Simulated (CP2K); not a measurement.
Two runs for the O K edge of hydroxyallene. Run A: CP2K XAS_TDP, all-electron GAPW, PBEh(45%), aug-cc-pVDZ, TDA, no relativity. Run B differs in one setting.

First lines with a strength over 0.0015. A:

```tsv
atom	energy (eV)	states	strength, one atom
O4 (bonded to C and H)	530.49	1	0.0144
	531.51	1	0.0274
	531.81	1	0.0109
	532.88	1	0.0021
	533.32	1	0.0017
```

B:

```tsv
atom	energy (eV)	states	strength, one atom
O4 (bonded to C and H)	535.77	1	0.0143
	536.79	1	0.0272
	537.09	1	0.0108
	538.17	1	0.0021
	538.60	1	0.0017
```

Which was it: scalar relativity switched on, the basis, the functional, GW2X switched on?

GW2X switched on. GW2X shifts an atom's lines together and keeps their spacings. Against PBEh(45%) in aug-cc-pVDZ, the leading line moves by +5.28 eV, to 535.77 eV.

[Banner, clock and machine lines of the logs are left out without a mark of their own.]

[Logs are printed without paths, hosts, clocks, repeated set-up lines and the standing remarks that a program may print on its own settings, such as how far it seeks lower states.]

[Hosts, paths, dates, database ids (printed as entryN), source tags and the programs' standing remarks are cut or masked in the printed files.]
